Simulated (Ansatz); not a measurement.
# Stack of Hf2NOS MXene under honeycomb GaN, shifted by two thirds of the diagonal in a perpendicular field

Wanted: the out-of-plane response of the stack of Hf2NOS MXene under honeycomb GaN, shifted by two thirds of the diagonal. A positive field points along +c.

Program: Ansatz 0.2.0. Level of theory: plane-wave DFT, PBE-D3(BJ), Ansatz PAW. Results are calculated unless marked as measured.

## (1) The structure

The cell holds 7 atoms: 1 S, 2 Hf, 2 N, 1 O and 1 Ga. Cell: a = 3.214 Å, b = 3.214 Å, c = 48.387 Å, α = 90.0°, β = 90.0°, γ = 120.0°. Regions: layer 1: Hf2NOS MXene, 5 atoms (1 S, 2 Hf, 1 N and 1 O); layer 2: honeycomb GaN, 2 atoms (1 N and 1 Ga). Vacuum lies along c.

Structure file:

```cif
data_structure
_symmetry_space_group_name_H-M 'P 1'
_symmetry_Int_Tables_number 1
_cell_length_a 3.2138
_cell_length_b 3.2137
_cell_length_c 48.3865
_cell_angle_alpha 90.000
_cell_angle_beta 90.000
_cell_angle_gamma 120.000
_cell_volume 432.79
loop_
_atom_site_label
_atom_site_type_symbol
_atom_site_fract_x
_atom_site_fract_y
_atom_site_fract_z
_atom_site_occupancy
S1 S 0.33333 0.66667 0.41024 1
Hf2 Hf 0.66667 0.33333 0.44857 1
N3 N 0.00000 0.00000 0.47481 1
Hf4 Hf 0.33333 0.66667 0.50104 1
O5 O 0.66667 0.33333 0.52673 1
N6 N 0.33333 0.66667 0.58976 1
Ga7 Ga 0.00000 0.00000 0.58976 1
```

## (2) Relaxation

The starting cell is a guess, so the in-plane lattice and the atoms are relaxed first, with the slab cut off from its images along the normal.

The input, input.yaml:

```yaml
crystal:
  lattice:
    - [3.21375, 0.0, 0.0]
    - [-1.606875, 2.7831891414, 0.0]
    - [0.0, 0.0, 48.3865260446]
  atoms:
    - { symbol: S, position: [0.3333333333, 0.6666666667, 0.4102381721] }
    - { symbol: Hf, position: [0.6666666667, 0.3333333333, 0.4485687798], spin: 1.0 }
    - { symbol: "N", position: [0.0, 0.0, 0.4748062447] }
    - { symbol: Hf, position: [0.3333333333, 0.6666666667, 0.5010437096], spin: 1.0 }
    - { symbol: O, position: [0.6666666667, 0.3333333333, 0.5267277511] }
    - { symbol: "N", position: [0.3333333333, 0.6666666667, 0.5897618279] }
    - { symbol: Ga, position: [0.0, 0.0, 0.5897618279] }
  periodic: [true, true, false]
magnetization:
  spin_polarized: true
kpoints:
  mp_grid: { grid: [12, 12, 1] }
hamiltonian:
  xc: pbe
  dispersion: d3bj
scf:
  occupations: { method: fermi_dirac, width: 0.05 }
  convergence: { dr2_threshold: 1.0e-09 }
relax:
  f_tol: 0.004
  max_steps: 90
  cell: {}
output:
  write_potential: true
  write_density: true
  volumetric_format: npy
```

Launch:

```bash
$ ansatz run input.yaml --threads 4 --pin off --max-ram 6144MiB --backend cpu --events-out ev --progress --plain --runs-dir out
```

Numbers of over 12 decimals in the logs are rounded to 6 here.

What it wrote:

```text
Warning: relax.cell: scf.convergence.dr2_threshold = 1e-9 eV is looser than the 2.00466080369e-10 eV advised for a relaxation that steers and ends on the stress (1e-10 eV for each atom of the cell: 7, times the square of relax.cell.stress_2d_tol = 0.05 N/m over 18.7 Å (the atoms' height at the walk's start and 5 Å past either face), 2.676e-2 GPa, over a crystal's default 0.05). What an SCF threshold leaves in a stress goes as its square root, and in the free energy as the threshold itself, and one threshold admits the most on a small cell: [figures from the program's tests cut] Set scf.convergence.dr2_threshold to 2.00466080369e-10 eV or tighter. [rest of the remark cut]
Engine: ansatz 0.2.0, aarch64-unknown-linux-gnu
Pseudopotentials: kind: paw
Pseudopotential: S, paw, valence charge 6, recommended cutoff 420 eV (normal), S.paw.azcp
Pseudopotential: Hf, paw, valence charge 26, recommended cutoff 420 eV (normal), Hf.paw.azcp
Pseudopotential: N, paw, valence charge 5, recommended cutoff 420 eV (normal), N.paw.azcp
Pseudopotential: O, paw, valence charge 6, recommended cutoff 420 eV (normal), O.paw.azcp
Pseudopotential: Ga, paw, valence charge 13, recommended cutoff 420 eV (normal), Ga.paw.azcp
Functional definition: PBE
  parameter kappa = 0.804
  parameter beta = 0.066725
  exchange = pbe_x(kappa = kappa, mu = beta*pi^2/3)
  correlation = pbe_c(beta = beta)
Crystal: 7 atoms, lattice volume = 432.792 Å³
Basis set: ecut = 420 eV, 8597 PW (Γ), exchange–correlation on 48×48×648 points (8 copies of the dense FFT grid, shifted against one another)
Bands: 54, of which v1, the nominal top of the filled ones, is band 44 counted from 1 (43 counted from 0)
Symmetry: 6 space group operations
Space group: P3m1 (ITA 156), of the structure as read, at distance tolerance 7.6e-5 Å
Magnetic group: BNS 156.49 (UNI 1279), of the structure as read, at distance tolerance 7.6e-5 Å
k-points: 19 of 144 (time reversal used)
Non-local potential: S, projectors of the file, l = 0: 2, l = 1: 2, l = 2: 2
Non-local potential: Hf, projectors of the file, l = 0: 3, l = 1: 2, l = 2: 2, l = 3: 3
Non-local potential: N, projectors of the file, l = 0: 2, l = 1: 2, l = 2: 1
Non-local potential: O, projectors of the file, l = 0: 2, l = 1: 2, l = 2: 1
Non-local potential: Ga, projectors of the file, l = 0: 2, l = 1: 2, l = 2: 3, l = 3: 1
PAW form: soft (Blöchl's): semilocal exchange-correlation on the pseudo side does not see the compensation charge
PAW one-centre angular grid: S, 110 points (default); XC on 64 Gauss nodes
PAW one-centre angular grid: Hf, 590 points (default); XC on 64 Gauss nodes
PAW one-centre angular grid: N, 110 points (default); XC on 64 Gauss nodes
PAW one-centre angular grid: O, 110 points (default); XC on 64 Gauss nodes
PAW one-centre angular grid: Ga, 590 points (default); XC on 64 Gauss nodes
Starting moments: Σ|m| = 2 μB on 2 of 7 sites
Initial wavefunctions: pseudopotential atomic-orbital guess
Functional: x = pbe(κ = 0.804, μ = 0.219515), c = pbe(β = 0.066725)
SCF iter   1: F=—  HF=-37477.993140 eV  |F-HF|=—  |Δ(HF+E_count)|=         —  Δρ=3.43e-2 (↑3.43e-2 ↓3.35e-2)  dr2=2.55e1  dr2_m=1.48e-1  M=0.510 μB ∫|m|=0.666 μB  β_m=0.30  ethr=3.10e-3  ⟨swp⟩=13.3  Hψ=13526  notcnv=0  defer=19
Mixer restart at iter 1: flushing history
preconditioner: auto → LDOS  [metal: Δε(μ)=0.038 eV  Ē_g=16.570 eV  σ=0.050 eV  W_gap=0.18  n_scr=32 (ndim 8)  ℏωp=16.3 eV  f_vac=0.741  D(μ)=1.26/eV (n_scr^D=10)]
spin=Collinear: LDOS preconditioning applied to the charge; magnetization (m = ρ↑ − ρ↓) channel mixes plain (no charge-response kernel on spin).
SCF iter   2: F=—  HF=-37472.129153 eV  |F-HF|=—  |Δ(HF+E_count)|=    5.86e0  Δρ=1.36e-2 (↑1.36e-2 ↓1.33e-2)  dr2=1.13e1  dr2_m=9.12e-2  M=0.308 μB ∫|m|=0.565 μB  β_m=0.31  ethr=3.10e-3  ⟨swp⟩=4.5  Hψ=5275  notcnv=0  defer=140
SCF iter   3: F=—  HF=-37471.788197 eV  |F-HF|=—  |Δ(HF+E_count)|=   3.41e-1  Δρ=9.04e-3 (↑9.04e-3 ↓7.88e-3)  dr2=1.59e0  dr2_m=4.76e-2  M=0.339 μB ∫|m|=0.495 μB  β_m=0.55  ethr=3.10e-3  ⟨swp⟩=2.7  Hψ=3839  notcnv=0  defer=112
SCF iter   4: F=—  HF=-37471.708366 eV  |F-HF|=—  |Δ(HF+E_count)|=   7.98e-2  Δρ=4.73e-3 (↑4.29e-3 ↓4.73e-3)  dr2=3.90e0  dr2_m=8.82e-3  M=0.188 μB ∫|m|=0.291 μB  β_m=0.65  ethr=1.82e-3  ⟨swp⟩=3.4  Hψ=3923  notcnv=0  defer=122  recentre
SCF iter   5: F=—  HF=-37471.701726 eV  |F-HF|=—  |Δ(HF+E_count)|=   6.64e-3  Δρ=1.53e-3 (↑1.53e-3 ↓1.48e-3)  dr2=1.21e-1  dr2_m=2.18e-3  M=0.122 μB ∫|m|=0.185 μB  β_m=0.76  ethr=1.82e-3  ⟨swp⟩=2.7  Hψ=2847  notcnv=0  defer=100
SCF iter   6: F=—  HF=-37471.710939 eV  |F-HF|=—  |Δ(HF+E_count)|=         —  Δρ=6.38e-4 (↑6.38e-4 ↓5.10e-4)  dr2=6.46e-3  dr2_m=8.55e-4  M=0.042 μB ∫|m|=0.079 μB  β_m=0.76  ethr=1.40e-4  ⟨swp⟩=3.0  Hψ=3934  notcnv=0  defer=99
SCF iter   7: F=—  HF=-37471.712462 eV  |F-HF|=—  |Δ(HF+E_count)|=   1.52e-3  Δρ=2.91e-4 (↑2.67e-4 ↓2.91e-4)  dr2=2.57e-3  dr2_m=2.11e-4  M=0.022 μB ∫|m|=0.040 μB  β_m=0.88  ethr=7.42e-6  ⟨swp⟩=3.1  Hψ=4181  notcnv=0  defer=99
SCF iter   8: F=—  HF=-37471.712847 eV  |F-HF|=—  |Δ(HF+E_count)|=   3.85e-4  Δρ=1.51e-4 (↑1.51e-4 ↓1.36e-4)  dr2=1.27e-4  dr2_m=4.12e-5  M=0.012 μB ∫|m|=0.019 μB  β_m=0.75  ethr=2.95e-6  ⟨swp⟩=3.1  Hψ=4250  notcnv=0  defer=99
SCF iter   9: F=—  HF=-37471.712810 eV  |F-HF|=—  |Δ(HF+E_count)|=   3.66e-5  Δρ=6.96e-5 (↑6.96e-5 ↓6.86e-5)  dr2=1.94e-4  dr2_m=1.13e-5  M=0.007 μB ∫|m|=0.011 μB  β_m=0.70  ethr=1.46e-7  ⟨swp⟩=3.6  Hψ=5296  notcnv=0  defer=99
SCF iter  10: F=—  HF=-37471.712824 eV  |F-HF|=—  |Δ(HF+E_count)|=   1.45e-5  Δρ=2.90e-5 (↑2.36e-5 ↓2.90e-5)  dr2=2.81e-5  dr2_m=1.36e-6  M=0.004 μB ∫|m|=0.005 μB  β_m=0.75  ethr=1.46e-7  ⟨swp⟩=2.8  Hψ=3541  notcnv=0  defer=99
SCF iter  11: F=—  HF=-37471.712835 eV  |F-HF|=—  |Δ(HF+E_count)|=   1.02e-5  Δρ=9.30e-6 (↑7.59e-6 ↓9.30e-6)  dr2=9.72e-7  dr2_m=1.87e-7  M=0.002 μB ∫|m|=0.003 μB  β_m=0.68  ethr=3.23e-8  ⟨swp⟩=3.1  Hψ=4004  notcnv=0  defer=99
SCF iter  12: F=—  HF=-37471.712835 eV  |F-HF|=—  |Δ(HF+E_count)|=   3.47e-7  Δρ=5.94e-6 (↑5.94e-6 ↓3.88e-6)  dr2=6.17e-8  dr2_m=8.93e-8  M=0.002 μB ∫|m|=0.002 μB  β_m=0.80  ethr=1.12e-9  ⟨swp⟩=3.5  Hψ=5228  notcnv=0  defer=99
SCF iter  13: F=—  HF=-37471.712835 eV  |F-HF|=—  |Δ(HF+E_count)|=   1.90e-7  Δρ=3.95e-6 (↑3.95e-6 ↓3.89e-6)  dr2=2.19e-8  dr2_m=5.62e-8  M=0.002 μB ∫|m|=0.002 μB  β_m=0.85  ethr=7.09e-11  ⟨swp⟩=4.0  Hψ=5310  notcnv=0  defer=99
SCF iter  14: F=—  HF=-37471.712835 eV  |F-HF|=—  |Δ(HF+E_count)|=   1.23e-7  Δρ=3.53e-6 (↑2.92e-6 ↓3.53e-6)  dr2=1.35e-8  dr2_m=3.76e-8  M=0.001 μB ∫|m|=0.002 μB  β_m=0.92  ethr=2.51e-11  ⟨swp⟩=4.1  Hψ=5462  notcnv=0  defer=99
[...]
SCF iter   3: F=—  HF=-37472.568181 eV  |F-HF|=—  |Δ(HF+E_count)|=   9.29e-7  Δρ=2.77e-6 (↑2.77e-6 ↓2.77e-6)  dr2=6.01e-9  dr2_m=1.99e-12  M=-0.000 μB ∫|m|=0.000 μB  β_m=0.56  ethr=4.76e-11  ⟨swp⟩=2.8  Hψ=3626  notcnv=0
SCF iter   4: F=—  HF=-37472.568236 eV  |F-HF|=—  |Δ(HF+E_count)|=   5.49e-5  Δρ=1.08e-6 (↑1.08e-6 ↓1.08e-6)  dr2=1.04e-9  dr2_m=5.86e-13  M=-0.000 μB ∫|m|=0.000 μB  β_m=0.61  ethr=6.91e-12  ⟨swp⟩=4.4  Hψ=4513  notcnv=0
iter 5 met the thresholds in force, and the SCF goes on: an eigenvalue changes by 0.88 meV, over its tolerance of 0.05 meV (output.eigenvalues, Limitations)
SCF iter   5: F=-37472.568257 eV  HF=-37472.568256 eV  |F-HF|=4.95e-7  |Δ(HF+E_count)|=   2.06e-5  Δρ=1.19e-7 (↑1.17e-7 ↓1.19e-7)  dr2=2.62e-10  dr2_m=1.30e-13  M=-0.000 μB ∫|m|=0.000 μB  β_m=0.57  ethr=1.15e-12  ⟨swp⟩=23.3  Hψ=21818  notcnv=0
iter 6 met the thresholds in force, and the SCF goes on: an eigenvalue changes by 1.05 meV, over its tolerance of 0.05 meV (output.eigenvalues, Limitations)
SCF iter   6: F=-37472.568257 eV  HF=-37472.568257 eV  |F-HF|=1.69e-7  |Δ(HF+E_count)|=   3.26e-7  Δρ=5.26e-8 (↑5.15e-8 ↓5.26e-8)  dr2=4.36e-11  dr2_m=7.45e-14  M=-0.000 μB ∫|m|=0.000 μB  β_m=1.00  ethr=1.00e-12  ⟨swp⟩=8.9  Hψ=14399  notcnv=0
Mixer restart at iter 6: flushing history
iter 7 met the thresholds in force, and the SCF goes on: an eigenvalue changes by 0.23 meV, over its tolerance of 0.06 meV (output.eigenvalues, Limitations)
SCF iter   7: F=-37472.568257 eV  HF=-37472.568257 eV  |F-HF|=2.55e-10  |Δ(HF+E_count)|=   1.69e-7  Δρ=8.96e-8 (↑8.96e-8 ↓8.81e-8)  dr2=8.38e-10  dr2_m=1.57e-14  M=-0.000 μB ∫|m|=0.000 μB  β_m=1.00  ethr=1.00e-12  ⟨swp⟩=10.4  Hψ=16191  notcnv=0  κ⁻¹=1.0e0(r=1)
iter 8 met the thresholds in force, and the SCF goes on: an eigenvalue changes by 0.21 meV, over its tolerance of 0.06 meV (output.eigenvalues, Limitations)
SCF iter   8: F=-37472.568257 eV  HF=-37472.568257 eV  |F-HF|=8.73e-10  |Δ(HF+E_count)|=  2.47e-10  Δρ=5.75e-8 (↑5.75e-8 ↓5.68e-8)  dr2=7.73e-10  dr2_m=1.28e-14  M=-0.000 μB ∫|m|=0.000 μB  β_m=1.00  ethr=1.00e-12  ⟨swp⟩=8.1  Hψ=13706  notcnv=0  κ⁻¹=5.9e-2(r=2)
SCF iter   9: F=-37472.568257 eV  HF=-37472.568257 eV  |F-HF|=2.91e-10  |Δ(HF+E_count)|=  3.93e-10  Δρ=1.23e-8 (↑1.23e-8 ↓1.21e-8)  dr2=1.59e-11  dr2_m=9.65e-15  M=-0.000 μB ∫|m|=0.000 μB  ethr=1.00e-12  ⟨swp⟩=7.7  Hψ=13266  notcnv=0
the starting moments were not kept: the SCF closed with an absolute magnetisation of 3.6e-7 μB, where they sum to 2 μB in size (2 sites). That is at most 0.1 of that sum. Measured as dr2_m measures the in/out step, that magnetisation stands 9.7e-15 eV from none, at or under the dr2_threshold of 1.0e-9 eV: it is no larger than a step whose dr2_m would equal this threshold.
SCF 11 converged in 9 iterations: F = -37472.568257 eV  dr2 = 1.59e-11
relax step  11: F+E_penalty+E_count = -37472.56825698 eV  Δ(F+E_penalty+E_count) = -1.676e-4 eV  max|allowed force component| = 1.178e-3 eV/Å  Δτ_max = 0.0000 Å  P = +0.013 N/m  Ω = 445.604 Å³  fix = [c, alpha, beta]  reactions: c +0.000 N/m  stress off target by 1.33e-2 N/m on what of the cell is left free  SCF on the basis re-selected at this cell (its energy is not comparable with the rows above)  (9 SCF iters)
basis re-selected at this cell: Δ(F+E_penalty+E_count) = -1.676e-4 eV, ΔP = +0.001 N/m vs the last step (what re-selecting the basis moved, of the pressure what is left beyond the Pulay correction that the steps carried, after the strain that the cell walked since its last selection, with what the two solves' SCF thresholds leave and, on support functions, any second-order correction that the steps lacked; it is no m [...]
WARN: The output density's exchange-correlation potential varies sharply where the density is thin. Do not read a vacuum level from v_tot or v_xc, or from such a field of the output density. On a cell that repeats whose density bears no net charge and no dipole along the vacuum's axis use v_es (v_loc + v_h of the components); under efield.dipole_correction with no amplitude use v_es + v_field, which holds any externa [...]
SCF converged after 9 iterations
an eigenvalue changed by more than its tolerance at an iteration that met the thresholds in force, so the SCF went on 4 times, its first undamped step at iteration 6: the last check found none over its tolerance
Magnetization: -0.0000 μB (43.5000 up, 43.5000 down)
Absolute magnetization: 0.0000 μB (∫|ρ↑−ρ↓|, with the PAW one-centre terms)
Spin contamination: 0.0000 ħ² per cell (⟨S²⟩ above its minimum at these occupations)
Per-site moments (μB) at R_I (Å): [(-5.717792250633235e-9, 1.019596), (-5.378294705866055e-8, 0.956797), (3.926283328783183e-8, 0.939620), (-3.375978268780416e-8, 0.871083), (-1.0751106536509574e-8, 0.871083), (-1.9564609850547906e-9, 0.776624), (1.2908905209603788e-10, 0.776624)]
Free energy (F): -37472.568257 eV
Harris-Foulkes:  -37472.568257 eV  (|F-HF|=2.91e-10)
Internal energy: -37472.552172 eV  (E = F + TS)
E sigma→0 (E₀):  -37472.560215 eV
Entropy (-TS):   -0.016085 eV (-2.298 meV/atom)
Fermi energy:    -4.809420 eV
--- Per-component energies (eV) ---
  E_band       = -1775.804409
  E_kinetic    = 1505.030342
  E_local      = -697189.715388  (includes V_loc(G=0)·N_el)
  E_nonlocal   = -1892.138001
  E_hartree    = 347186.796834
  E_xc         = -960.581237
  E_vxc        = -925.440804  (∫ρ·V_xc dr)
  E_paw        = -16859.201328  (= ΣΔE_a)
  E_vpaw       = 2352.862769  (= ΣTr[D̂ρ^β])
  E_aug_tail   = 0.002557  (compensation charges beyond the density's cutoff)
  E_ewald      = 330738.901356
  E_disp       = -1.647308  (pairwise vdW)
  E_smearing   = -0.016085  (= −TS)
  E_closure    = -0.000000  (closes the sum)
  Σ components = -37472.568257   (vs F -37472.568257, Δ=0.00e0)
--- Forces (eV/Å), atoms counted from 1 ---
  atom   1  S      0.00000000    -0.00000000    -0.00049389
  atom   2  Hf     0.00000000     0.00000000     0.00117827
  atom   3  N      0.00000000     0.00000000    -0.00071497
  atom   4  Hf     0.00000000     0.00000000     0.00024410
  atom   5  O      0.00000000     0.00000000     0.00006968
  atom   6  N      0.00000000    -0.00000000     0.00002848
  atom   7  Ga     0.00000000     0.00000000    -0.00031159
  max |Σ_I F_I| component: 7.31e-8 eV/Å
--- 2D stress c σ (N/m, compression-positive) ---
        0.013343      -0.000000      -0.000000
       -0.000000       0.013343       0.000000
       -0.000000       0.000000       0.000000
  P = ½ c Tr σ = 0.0133 N/m
--- Band table (eV; the first three rows and the last of 38) ---
  k-point 0 ↑: bands = [... 40 lower, -6.3056, -5.8290, -5.8290, -4.1788, -4.0588, -4.0588, -3.8611, -2.8408, ... 6 higher]
  k-point 1 ↑: bands = [... 40 lower, -6.4378, -6.2464, -5.9898, -4.3705, -3.8005, -3.7885, -3.3970, -2.7312, ... 6 higher]
  k-point 2 ↑: bands = [... 40 lower, -6.8246, -6.7786, -6.2435, -4.8297, -3.3739, -3.2680, -2.6928, -2.5644, ... 6 higher]
  k-point 18 ↓: bands = [... 40 lower, -8.3757, -7.8464, -5.9656, -3.4853, -3.2968, -2.5616, -1.6167, -1.5019, ... 6 higher]
  the weakly bound empty levels are not read free of the cell's end (no_gap_told)
--- Relaxed structure (9 steps of the walk, 9 accepted, 2 SCFs on fresh bases) ---
  F+E_penalty+E_count = -37472.56825698 eV   max|allowed force component| = 1.178e-3 eV/Å   (the final SCF, on the basis selected at the relaxed cell)
  cell:  # Å, volume = 445.6040 Å³
    - [3.260971, 0, 0]
    - [-1.630486, 2.824084, 0]
    - [0, 0, 48.3865260446]
  atoms:
    - { symbol: S, position: [0.333333, 0.666667, 0.417288] }
    - { symbol: Hf, position: [0.666667, 0.333333, 0.450386] }
    - { symbol: N, position: [-3.009865984826458e-17, -1.8503717077624468e-17, 0.478386] }
    - { symbol: Hf, position: [0.333333, 0.666667, 0.504885] }
    - { symbol: O, position: [0.666667, 0.333333, 0.524650] }
    - { symbol: N, position: [0.333333, 0.666667, 0.582621] }
    - { symbol: Ga, position: [-5.065109956491104e-17, -1.8503717077624474e-17, 0.582693] }
```

Run time: 8.1 min. Hardware: 4 threads of Arm Neoverse V1, shared host; peak memory 1.4 GiB.

Relaxation path:

| step | energy less that of the first step (eV) | largest force component (eV/Å) | volume (Å³) |
| --- | --- | --- | --- |
| 1 | 0.0000 | 3.5640 | 432.79 |
| 2 | -0.7359 | 1.3090 | 436.24 |
| 3 | -0.8128 | 0.8036 | 445.91 |
| 4 | -0.8453 | 0.1623 | 443.84 |
| 5 | -0.8474 | 0.0799 | 444.62 |
| 6 | -0.8479 | 0.0430 | 445.11 |
| 7 | -0.8478 | 0.0331 | 445.44 |
| 8 | -0.8479 | 0.0012 | 445.37 |
| 9* | -0.8553 | 0.0034 | 445.37 |
| 10 | -0.8553 | 0.0012 | 445.60 |
| 11* | -0.8554 | 0.0012 | 445.60 |

Relaxation steps marked * repeat the geometry before them on a plane-wave basis chosen anew for their cell, so energy and pressure can jump there.

The run keeps the 6 symmetry operations that it works with, so distortions that break them were not tested.

```
cell as run  before  after  change
      a (Å)   3.214  3.261  +1.5 %
      b (Å)   3.214  3.261  +1.5 %
```

The atoms that moved most (Å, along periodic axes as changes of fractional coordinates times the final cell, across vacuum about the mean position):

```csv
atom,dx,dy,dz,length
N6,0.000,0.000,-0.346,0.346
Ga7,0.000,0.000,-0.342,0.342
S1,0.000,0.000,0.341,0.341
Hf4,0.000,0.000,0.186,0.186
N3,0.000,0.000,0.173,0.173
O5,0.000,0.000,-0.101,0.101
Hf2,0.000,0.000,0.088,0.088
```

Numbers from this step:

* energy at zero smearing: -37472.5602 eV

The lattice constant a goes from 3.214 to 3.261 Å.

(Continued in part 2 of 3.)

[Logs are printed without paths, hosts, clocks, repeated set-up lines and the standing remarks that a program may print on its own settings, such as how far it seeks lower states.]

[Hosts, paths, dates, database ids (printed as entryN), source tags and the programs' standing remarks are cut or masked in the printed files.]

[Maps of the electrostatic potential energy from Ansatz leave out the sawtooth potential of an applied field or a dipole correction, so their vacuum need not be flat; planar profiles and work functions include it.]
